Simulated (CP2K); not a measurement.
Two runs for the S L₂,₃ edge of 1,3,4-thiadiazole. Run A: CP2K XAS_TDP, all-electron GAPW, PBEh(45%), aug-cc-pVDZ, TDA, ZORA, spin–orbit coupling. Run B differs in one setting.

First lines with a strength over 0.0003. A:

```csv
atom,energy (eV),states,"strength, one atom"
S5 (bonded to 2 C),164.46,1,0.0021
,164.79,1,0.0019
,165.37,2,0.0003
,165.53,2,0.0016
,165.92,1,0.0043
```

B:

```
              atom  energy (eV)  states  strength, one atom
S5 (bonded to 2 C)       160.04       2              0.0004
                         160.76       1              0.0021
                         160.98       1              0.0012
                         161.26       1              0.0007
                         161.85       2              0.0014
```

Question: Which was it: GW2X switched on, the basis, the functional?

The functional (functional from PBEh(45%) to PBE0; the lines alone don't name the new value). A functional moves all lines by electronvolts and changes their spacings and strengths. The lowest line over the strength cut lies at 160.04 eV, against 164.46 eV (PBEh(45%), aug-cc-pVDZ).

[Banner, clock and machine lines of the logs are left out without a mark of their own.]

[Logs are printed without paths, hosts, clocks, repeated set-up lines and the standing remarks that a program may print on its own settings, such as how far it seeks lower states.]

[Hosts, paths, dates, database ids (printed as entryN), source tags and the programs' standing remarks are cut or masked in the printed files.]
